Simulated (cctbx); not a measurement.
# What is wrong with this refinement?

Cell a = 5.2160 Å, b = 8.8630 Å, c = 9.2440 Å, α = 90.00°, β = 90.00°, γ = 90.00°; space group Immm (no. 71).

The data are simulated with cctbx, not measured: Cu Kα, λ = 1.54184 Å, to d = 0.83 Å, 80 % of the full sphere, strongest reflection 70000 counts, noise from counting, a 1.5 % proportional error and a noise floor of 8 counts (s.d.); no absorption.

An isotropic refinement with weights 1/σ² prints:

```text
Rint 0.015, 250 unique reflections to 0.83 A
cycle     R1     wR2    GooF  max shift (A)
   1  0.6304  0.9089  69.997   0.13104
  12  0.1749  0.5020  38.659   0.92142
final R1 0.0268 wR2 0.1531 GooF 11.793  parameters 14  data/parameter 17.9
atom        x        y        z      Ueq    occ   su(xyz)  su(Uiso or U11)
Dy1    0.00000  0.00000  0.00000   0.0160  1.000  0.00000  0.0008
Cu1    0.00000  0.26967  0.50000   0.0195  1.000  0.00051  0.0011
Cu2    0.25000  0.75000  0.25000   0.0178  1.000  0.00000  0.0008
Sc1    0.50000  0.00000  0.19923   0.0207  1.000  0.00063  0.0013
Sc2    0.50000  0.84585  0.50000   0.0203  1.000  0.00066  0.0013
Sc3    0.00000  0.00000  0.65302   0.0255  1.000  0.00068  0.0014
Sc4    0.58809  0.74967  0.13418   1.0000  1.000  0.02050  0.0587
difference map: max 3.38 min -1.22 rms 0.42
Q1    0.0000  0.0000  0.0000    2    3.38  0.00 A from Dy1
Q2    0.0000  0.5000  0.3030    4    1.29  0.02 A from Sc1
Q3    0.0000  0.0000  0.3476    4    1.29  0.01 A from Sc3
Q4    0.0000  0.3477  0.0000    4    1.07  0.02 A from Sc2
Q5    0.2500  0.2500  0.2500    8    0.81  0.00 A from Cu2
Q6    0.0581  0.5000  0.4502    8    0.65  1.41 A from Sc1
```

**Question.** Can this result stand? If not, what is the likely fault?

Mend it. The fault: spurious atom: Sc4. Against the right model at the same level, R1 goes from 0.0055 to 0.0268 and GooF from 0.94 to 11.79, Sc4 takes U = the program's ceiling and the top difference peak, 3.4 e/Å³, lies on Dy1. A site with no density behind it hides by a very large U or drifts. The fit had not settled when the cycles ran out.

The compound is DySc6Cu6. The right model at the same level gives:

```text
Rint 0.015, 250 unique reflections to 0.83 A
cycle     R1     wR2    GooF  max shift (A)
   1  0.1029  0.2634  20.114   0.09717
   2  0.0055  0.0122   0.935   0.00000
final R1 0.0055 wR2 0.0122 GooF 0.935  parameters 10  data/parameter 25.0
atom        x        y        z      Ueq    occ   su(xyz)  su(Uiso or U11)
Dy1    0.00000  0.00000  0.00000   0.0160  1.000  0.00000  0.0001
Cu1    0.00000  0.26968  0.50000   0.0195  1.000  0.00004  0.0001
Cu2    0.25000  0.75000  0.25000   0.0177  1.000  0.00000  0.0001
Sc1    0.50000  0.00000  0.19923   0.0207  1.000  0.00005  0.0001
Sc2    0.50000  0.84574  0.50000   0.0203  1.000  0.00005  0.0001
Sc3    0.00000  0.00000  0.65300   0.0255  1.000  0.00005  0.0001
difference map: max 0.17 min -0.16 rms 0.04
Q1    0.0000  0.1475  0.2260    8    0.17  1.60 A from Cu2
Q2    0.2118  0.0000  0.5000    4    0.14  1.79 A from Sc3
Q3    0.0949  0.3876  0.3006   16    0.14  1.11 A from Sc1
Q4    0.1517  0.3328  0.1539   16    0.14  1.26 A from Cu2
Q5    0.0668  0.5000  0.0000    4    0.13  1.41 A from Sc2
Q6    0.0946  0.1503  0.0000    8    0.12  1.42 A from Dy1
```

The model is made up (kin elements in a known structure type, no relaxation), so it says nothing on whether the phase exists.

[Middle refinement cycles are left out of these outputs.]

[Logs are printed without paths, hosts, clocks, repeated set-up lines and the standing remarks that a program may print on its own settings, such as how far it seeks lower states.]
